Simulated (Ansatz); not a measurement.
## G0W0 on several functionals: BaTiO3 (Barioperovskite)

How much of the starting functional survives in the G0W0 gap of BaTiO3 (Barioperovskite)?

Method: G0W0 on several functionals, plane waves, PAW, in Ansatz 0.2.0.

Most raw output is cut from this account.

In doubt: masses and optical values from hybrid runs of this build are listed as unsure (steps 3, 4), which bears on the screening that GW takes from such a start.

### Step 1. Starting point

It takes space group Amm2 (No. 38, orthorhombic). Conventional cell: a = 3.986 Å, b = 5.674 Å, c = 5.690 Å, α = 90.00°, β = 90.00°, γ = 90.00°. Nearest to Ba lie 12 O at 2.77 to 2.92 Å. Ti has 6 O at 1.93 to 2.09 Å nearest. Nearest to O lie 2 Ti at 2.00 Å and 4 Ba at 2.77 to 2.92 Å. Nearest to O lie 2 Ti at 1.93 to 2.09 Å and 4 Ba at 2.81 to 2.84 Å. Farther neighbours and most contacts between anions are not listed.

The cell and positions come from the Crystallography Open Database and are kept as given unless a step says otherwise. Spin-orbit coupling is left out unless a step names it.

### Step 2. G0W0 on LDA

G0W0 replaces the xc potential by the self-energy, built once from these orbitals. Only a window of levels is corrected, while the sums run over the empty bands that the input names. This step takes hard PAW files.

This step: G0W0 on LDA, plane waves, PAW.

Input file input.yaml:

```yaml
crystal:
  lattice:
    - [3.9855, 0.0, 0.0]
    - [0.0, 2.8369, 2.84515]
    - [0.0, -2.8369, 2.84515]
  atoms:
    - { symbol: Ba, position: [0.0, 0.0, 0.0] }
    - { symbol: Ti, position: [0.5, 0.5124, 0.5124] }
    - { symbol: O, position: [0.0, 0.4874, 0.4874] }
    - { symbol: O, position: [0.5, 0.50524, 0.99184] }
    - { symbol: O, position: [0.5, 0.99184, 0.50524] }
kpoints:
  mp_grid: { grid: [6, 6, 6] }
hamiltonian:
  xc: lda
  pseudopotentials: { kind: paw, source: ansatz }
scf:
  occupations: { method: fixed }
gw:
  n_empty_bands: 382
  ecut_chi: 190.0
  qp_bands: [v2, c2]
  qp_kpoints: band_edges
  screening: { model: contour_deformation }
```

On the command line:

```bash
$ ansatz run input.yaml --threads 4 --pin off --max-ram 138240MiB --backend cuda --events-out ev --progress --plain --runs-dir out --devices 1 --max-vram 26GiB
```

The job ended after 3.8 min (1 × NVIDIA H100 80GB HBM3 (shared by 3 runs) with 4 threads of AMD EPYC 7R13 (Zen 3), shared host; peak memory 4 GiB).

Numbers from this step:

```
bands summed                                 : 402
RPA ε∞ on this mesh (eigenvalues)            : 6.194, 6.305, 6.423
plane waves in the screening matrix          : 389
q-points in the mesh                         : 216
G0W0 gap on the mesh                         : 3.461 eV
k of the valence top                         : -0.5, -0.5, -0.5
k of the conduction bottom                   : 0, 0, 0
starting gap on the mesh                     : 1.822 eV
Z at the valence top                         : 0.7091
Z at the conduction bottom                   : 0.7328
least direct G0W0 gap on the computed points : 3.630 eV
```

The gap on the mesh goes from 1.82 eV to 3.46 eV, a correction of +1.64 eV. Between the two edge states, bare exchange in place of the xc potential would open the gap by 12.72 eV, and correlation takes back 11.08 eV.

### Step 3. G0W0 on HSE06

One-shot GW remembers its start. Another functional's orbitals and levels show by how much.

This step: G0W0 on HSE06, plane waves, PAW.

Changes to input.yaml since step 2:

```diff
@@ -14,3 +14,3 @@
 hamiltonian:
-  xc: lda
+  xc: hse06
   pseudopotentials: { kind: paw, source: ansatz }
```

Run time: 6 min. Hardware: 1 × NVIDIA H100 80GB HBM3 (shared by 3 runs) with 4 threads; peak memory 4.9 GiB; 9.7 min of CPU time.

This step gave:

```
bands summed                                 : 402
RPA ε∞ on this mesh (eigenvalues)            : 4.500, 4.556, 4.603
plane waves in the screening matrix          : 389
q-points in the mesh                         : 216
G0W0 gap on the mesh                         : 3.645 eV
k of the valence top                         : -0.5, -0.5, -0.5
k of the conduction bottom                   : 0, 0, 0
starting gap on the mesh                     : 3.312 eV
Z at the valence top                         : 0.7559
Z at the conduction bottom                   : 0.7731
least direct G0W0 gap on the computed points : 3.849 eV
```

Against the run with 6×6×6 mesh, 382 empty bands, screening to 190 eV, hard PAW files on LDA, the gap moves by +0.18 eV, while the start moved by +1.49 eV.

### Step 4. G0W0 on PBE0

This step: G0W0 on PBE0, plane waves, PAW.

Changes to input.yaml since step 3:

```diff
@@ -14,3 +14,3 @@
 hamiltonian:
-  xc: hse06
+  xc: pbe0
   pseudopotentials: { kind: paw, source: ansatz }
```

Wall time 6.4 min (1 × NVIDIA H100 80GB HBM3 (shared by 3 runs) with 4 threads); peak memory 4.7 GiB; 10 min of CPU time.

Numbers from this step:

- bands summed: 402
- RPA ε∞ on this mesh (eigenvalues): 4.199, 4.246, 4.284
- plane waves in the screening matrix: 389
- G0W0 gap on the mesh: 3.910 eV
- k of the valence top: -0.5, -0.5, -0.5
- k of the conduction bottom: 0, 0, 0
- starting gap on the mesh: 4.056 eV
- least direct G0W0 gap on the computed points: 4.106 eV

Against the run with 6×6×6 mesh, 382 empty bands, screening to 190 eV, hard PAW files on HSE06, the gap moves by +0.27 eV, while the start moved by +0.74 eV.

### Step 5. The starts together

All on the 6×6×6 mesh with 382 empty bands and screening to 190 eV. Times are wall times on 1 × NVIDIA H100 80GB HBM3 (shared by 3 runs) with 4 threads of AMD EPYC 7R13 (Zen 3), shared host, good to a factor of about two.

```
start  starting gap (eV)  shift (eV)  G0W0 gap (eV)  RPA ε∞ (harmonic mean)  Z (valence, conduction)     time
  LDA               1.82       +1.64           3.46                    6.31               0.71, 0.73  3.8 min
HSE06               3.31       +0.33           3.64                    4.55               0.76, 0.77    6 min
 PBE0               4.06       −0.15           3.91                    4.24               0.77, 0.79  6.4 min
```

The parts of the quasiparticle energy at the two band edges (eV; QP = start + Σx + Σc − Vxc):

```
  run               edge  start      Σx     Σc     Vxc     Z     QP
  LDA        valence top   9.90  -25.74   4.46  -20.90  0.71   9.52
  LDA  conduction bottom  11.72  -12.65  -6.62  -20.53  0.73  12.98
HSE06        valence top   9.26  -25.91   4.12  -21.89  0.76   9.36
HSE06  conduction bottom  12.57  -12.04  -6.15  -18.62  0.77  13.01
 PBE0        valence top   8.87  -25.92   3.98  -22.30  0.77   9.22
 PBE0  conduction bottom  12.92  -12.02  -6.00  -18.24  0.79  13.13
```

For a hybrid start, Vxc holds its share of exact exchange.

### Step 6. Outcome

```json
{
 "G0W0@LDA": "3.46 eV (start 1.82 eV)",
 "G0W0@HSE06": "3.64 eV (start 3.31 eV)",
 "G0W0@PBE0": "3.91 eV (start 4.06 eV)",
 "known limits": "not at the basis limit; no spin-orbit coupling"
}
```

In words: The starting gaps span 2.23 eV and the G0W0 gaps 0.45 eV. Between LDA and PBE0, 0.45 eV of the 2.23 eV survives, 20 %. PBE0 screens less than LDA (ε∞ 4.24 against 6.31). Of the 0.45 eV by which its G0W0 gap is higher, the correlation part gives +1.10 eV, and exchange with the one-particle terms, which follow the orbitals, −0.65 eV. On PBE0 the correction is negative: that start lies above its own G0W0 value. The smallest correction, −0.15 eV, is on PBE0, the start nearest to reproducing itself. Bands and cutoff are finite, so the gap is not at the basis limit. The miss can reach some tenths of an eV and take either sign; the mesh is an error of its own. The many-body steps are scalar-relativistic: spin-orbit coupling is not in them.

[Paths, hosts, dates, memory and timing lines, banners, echoed tables and standing remarks are left out of the program output.]

[Logs are printed without paths, hosts, clocks, repeated set-up lines and the standing remarks that a program may print on its own settings, such as how far it seeks lower states.]

[Runs of the session that timed out or met a known fault of the program may be left out.]

[Cells called generated may have been cut or substituted from an entry of the Crystallography Open Database or the Materials Project.]

[Hosts, paths, dates, database ids (printed as entryN), source tags and the programs' standing remarks are cut or masked in the printed files.]
